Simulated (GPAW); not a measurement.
# Nb L₃ ELNES/XANES of NbAl3 (I4/mmm) from DFT, part 2 of 2

Aim: the near-edge shape at the Nb L₃ edge of NbAl3 (I4/mmm), and what the core hole does to it.

GPAW 26.7.0; X-ray absorption from dipole matrix elements to empty bands, plane-wave PAW LDA.

So far. Step 5 (Spectrum with XCH, Nb atom 1): Main maxima below 30 eV (height): 0.8 eV (2.77), 3.0 eV (1.97) and 6.6 eV (1.07).  Step 6 (Spectrum with FCH, Nb atom 1): Against the first run the r.m.s. difference is 5 %. The highest intensity below 24 eV goes from 0.8 eV (2.77) to 1.0 eV (2.79).

### Step 8. Spectrum with XCH, Nb atom 1

A test of how far the result depends on this setting.

Changed against the first core-hole run: cutoff (eV) to 600.

xas.py reads:

```python
import numpy as np
from ase import Atoms
from ase.parallel import parprint, paropen
from gpaw import GPAW, PW, FermiDirac, Mixer, MixerDif, setup_paths
from gpaw.test import gen
setup_paths.insert(0, '.')
gen('Nb', name='fch2p', xcname='LDA', corehole=(2, 1, 1), write_xml=True)
from gpaw.mpi import world
world.barrier()

atoms = Atoms('Nb4Al12',
    cell=[[3.83396585, -3.83396585, 0],
     [-3.83396585, -3.83396585, 0],
     [0, 3.83396585, -8.58490071]],
    scaled_positions=[[0, 0, 0],
     [0.75, 0.25, 0.5],
     [0.5, 0.5, 0],
     [0.25, 0.75, 0.5],
     [0.125, 0.625, 0.75],
     [0.875, 0.875, 0.25],
     [0.625, 0.125, 0.75],
     [0.375, 0.375, 0.25],
     [0.625, 0.625, 0.75],
     [0.375, 0.875, 0.25],
     [0.125, 0.125, 0.75],
     [0.875, 0.375, 0.25],
     [0.75, 0.75, 0.5],
     [0.5, 0, 0],
     [0.25, 0.25, 0.5],
     [0, 0.5, 0]],
    pbc=True)
atoms.calc = calc = GPAW(legacy_gpaw=True, mode=PW(600, force_complex_dtype=True), xc='LDA', setups={0: 'fch2p'},
    kpts={'size': (4, 4, 4), 'gamma': True}, occupations=FermiDirac(0.1),
    charge=-1, mixer=Mixer(0.1, 5, 50), maxiter=150,
    convergence={'density': 0.0001, 'eigenstates': 1e-6}, txt='scf.txt')
energy = atoms.get_potential_energy() + calc.get_reference_energy()
ef = calc.get_fermi_level()
out = dict(energy=energy, fermi=ef, forces=atoms.get_forces().tolist())
parprint(f'all-electron energy {energy:.4f} eV, Fermi level {ef:.4f} eV')
ev = np.array([[calc.get_eigenvalues(k, s) for k in range(len(calc.get_ibz_k_points()))] for s in range(calc.get_number_of_spins())])
out['homo'], out['lumo'], out['counts'] = ev[ev < ef].max(), ev[ev > ef].min(), sorted(set((ev < ef).sum((0, 2)).tolist()))
out['filled'] = (ev[:, 0] < ef).sum(1).tolist()

from ase.units import Ha
from gpaw.xas import dipole_matrix_elements
nb = int(calc.get_number_of_electrons() / 2) + 173
top, nb = nb, nb + 8 + nb // 12
nscf = calc.fixed_density(kpts={'size': (4, 4, 4), 'gamma': True}, nbands=nb,
    convergence={'bands': top, 'eigenstates': 5e-3}, maxiter=60, txt='nscf.txt')
cell = atoms.cell.array
ops = [cell.T @ U.T @ np.linalg.inv(cell.T) for U in nscf.wfs.kd.symmetry.op_scc]
E = np.arange(-6, 34, 0.1)
fwhm = np.interp(E, [4, 25], [1.66, 3.5])
Y, X, zero, highest = 0, 0, 1e9, 1e9
for spin in range(nscf.get_number_of_spins()):
    wfs = nscf.wfs
    mine = wfs.bd.get_slice()  # this rank's bands
    A = dipole_matrix_elements(wfs.setups[0])
    eps = np.zeros((wfs.kd.nibzkpts, nb))
    d = np.zeros((3, A.shape[1], wfs.kd.nibzkpts, nb), complex)
    for kpt in wfs.kpt_u:
        if kpt.s == spin and 0 in kpt.P_ani:
            eps[kpt.k, mine] = kpt.eps_n * Ha
            d[:, :, kpt.k, mine] = (kpt.weight * wfs.nspins / 2) ** 0.5 * np.inner(A, kpt.P_ani[0])
    world.sum(eps)
    world.sum(d)
    T = np.einsum('amkn,bmkn->abkn', d, d.conj()).real
    T = sum(np.einsum('ai,ijkn,bj->abkn', R, T, R) for R in ops) / len(ops)
    empty = eps > ef
    zero, highest = min(zero, eps[empty].min()), min(highest, eps[:, top - 1].min())
    lines = [(eps, T, empty)] if spin == 0 else lines + [(eps, T, empty)]
for eps, T, empty in lines:
    f = np.einsum('aakn->akn', T).reshape(3, -1)
    x = eps.ravel() - zero
    w = np.interp(x, E, fwhm) / 2.35482
    g = np.exp(-0.5 * ((E[:, None] - x) / w) ** 2) / (w * (2 * np.pi) ** 0.5)
    Y = Y + (f * empty.ravel()) @ g.T
    X = X + (f * ~empty.ravel()) @ g.T
out.update(E=E.round(2).tolist(), xas=Y.tolist(), xes=X.tolist(), zero=zero, valid=highest - zero, nk=len(eps), nb=nb)
for i in range(0, len(E), 10):
    parprint(f'{E[i]:7.2f}', *(f'{v:10.3e}' for v in Y[:, i]))
import json
with paropen('out.json', 'w') as f:
    json.dump(out, f)
```

On the command line:

```bash
OMP_NUM_THREADS=1 mpirun -n 4 gpaw python xas.py
```

Run time: 4.6 min. Hardware: 4 MPI ranks of Intel Xeon Platinum 8488C (Sapphire Rapids), shared host; peak memory 0.88 GiB.

| E (eV) | first run | this run |
| --- | --- | --- |
| -2.0 | 0.01 | 0.01 |
| -1.0 | 0.27 | 0.27 |
| 0.0 | 1.85 | 1.85 |
| 1.0 | 2.70 | 2.70 |
| 2.0 | 1.91 | 1.91 |
| 3.0 | 1.97 | 1.97 |
| 4.0 | 1.58 | 1.58 |
| 5.0 | 1.05 | 1.05 |
| 6.0 | 1.03 | 1.03 |
| 7.0 | 1.03 | 1.03 |
| 8.0 | 0.87 | 0.87 |
| 9.0 | 0.74 | 0.74 |
| 10.0 | 0.66 | 0.66 |
| 11.0 | 0.68 | 0.68 |
| 12.0 | 0.68 | 0.68 |
| 13.0 | 0.61 | 0.61 |
| 14.0 | 0.57 | 0.57 |
| 15.0 | 0.58 | 0.58 |
| 16.0 | 0.57 | 0.57 |
| 17.0 | 0.53 | 0.53 |
| 18.0 | 0.49 | 0.49 |
| 19.0 | 0.46 | 0.46 |
| 20.0 | 0.43 | 0.43 |
| 21.0 | 0.39 | 0.39 |
| 22.0 | 0.35 | 0.35 |
| 23.0 | 0.32 | 0.32 |
| 24.0 | 0.30 | 0.30 |
| 25.0 | 0.31 | 0.31 |
| 26.0 | 0.34 | 0.34 |
| 27.0 | 0.41 | 0.41 |
| 28.0 | 0.52 | 0.52 |
| 29.0 | 0.64 | 0.64 |
| 30.0 | 0.72 | 0.72 |
| 31.0 | 0.75 | 0.75 |

Against the first run the r.m.s. difference is 0 %. The highest intensity below 24 eV stays at 0.8 eV.

The photon energy of the zero moves by -0.00 eV.

### Step 9. With and without the hole

Both curves are counted from their own zero, so only the shift of weight within the empty states shows.

| E (eV) | no hole | XCH |
| --- | --- | --- |
| -2.0 | 0.00 | 0.01 |
| -1.0 | 0.06 | 0.27 |
| 0.0 | 0.63 | 1.85 |
| 1.0 | 2.01 | 2.70 |
| 2.0 | 2.01 | 1.91 |
| 3.0 | 1.69 | 1.97 |
| 4.0 | 1.86 | 1.58 |
| 5.0 | 1.35 | 1.05 |
| 6.0 | 1.10 | 1.03 |
| 7.0 | 1.14 | 1.03 |
| 8.0 | 1.00 | 0.87 |
| 9.0 | 0.86 | 0.74 |
| 10.0 | 0.78 | 0.66 |
| 11.0 | 0.72 | 0.68 |
| 12.0 | 0.72 | 0.68 |
| 13.0 | 0.68 | 0.61 |
| 14.0 | 0.62 | 0.57 |
| 15.0 | 0.59 | 0.58 |
| 16.0 | 0.58 | 0.57 |
| 17.0 | 0.56 | 0.53 |
| 18.0 | 0.53 | 0.49 |
| 19.0 | 0.50 | 0.46 |
| 20.0 | 0.46 | 0.43 |
| 21.0 | 0.41 | 0.39 |
| 22.0 | 0.36 | 0.35 |
| 23.0 | 0.31 | 0.32 |
| 24.0 | 0.29 | 0.30 |
| 25.0 | 0.28 | 0.31 |
| 26.0 | 0.30 | 0.34 |
| 27.0 | 0.34 | 0.41 |
| 28.0 | 0.42 | 0.52 |
| 29.0 | 0.52 | 0.64 |
| 30.0 | 0.61 | 0.72 |
| 31.0 | 0.67 | 0.75 |

With each curve scaled to its own mean, the area from −2 to 6 eV with the hole is 11.8 against 10.1, and the centre of weight from −1 to 20 eV moves by -0.8 eV: the hole pulls the absorber's empty states down.

### Step 10. Summary of results

```yaml
absorber_and_edge: Nb L₃, atom 1 of the ground-state input (counted from 1)
surroundings: 4 Al at 2.71 Å and 8 Al at 2.88 Å (distorted cuboctahedral, site symmetry 4/mmm)
highest_intensity_below_24_ev: 0.8 eV above the zero, height 2.77
```

In words: The Nb L₃ edge of atom 1, with 4 Al at 2.71 Å and 8 Al at 2.88 Å (distorted cuboctahedral, site symmetry 4/mmm), has its highest intensity of the first 24 eV at 0.8 eV above the zero, 2.8 times the mean level of the first 20 eV (Gaussian full width 1.66 eV up to 4 eV, rising linearly to 3.5 eV at 25 eV). With each curve scaled to its own mean, the area from −2 to 6 eV with the hole is 11.8 against 10.1, and the centre of weight from −1 to 20 eV moves by -0.8 eV: the hole pulls the absorber's empty states down. Changing the core hole to FCH alters the shape by 5 % r.m.s., so the result is insensitive to this choice. Changing the cutoff (eV) to 600 alters the shape by 0 % r.m.s., so this setting is converged. At the Nb L₃ edge of atom 1 polarisation matters most near 0.2 eV, where the curves differ by 0.5 on this scale. Only the L₃ part is meant: spin–orbit coupling of the core level isn't computed and the L₂ copy isn't added. The script folds with a Gaussian, whereas the core hole's own line is a Lorentzian, so the onset is too steep and the first peak too high. The holes are only 5.4 Å apart, so the shape is probably not converged with cell size; no larger cell was run here. The mesh is coarse (0.30 Å⁻¹ between points), so small maxima may be mesh ripples. The structure is a computed Materials Project entry and may be a hypothetical form.

[Logs are printed without paths, hosts, clocks, repeated set-up lines and the standing remarks that a program may print on its own settings, such as how far it seeks lower states.]

[Hosts, paths, dates, database ids (printed as entryN), source tags and the programs' standing remarks are cut or masked in the printed files.]

[Lists of maxima count a maximum above −3 eV only where it reaches 4 % of the highest in the window and stands out from its surroundings by 2 % of it (1.5 % where it reaches 55 %); shoulders and weaker maxima are passed over, and of the rest the first, up to two pre-edge ones and the few strongest are named.]
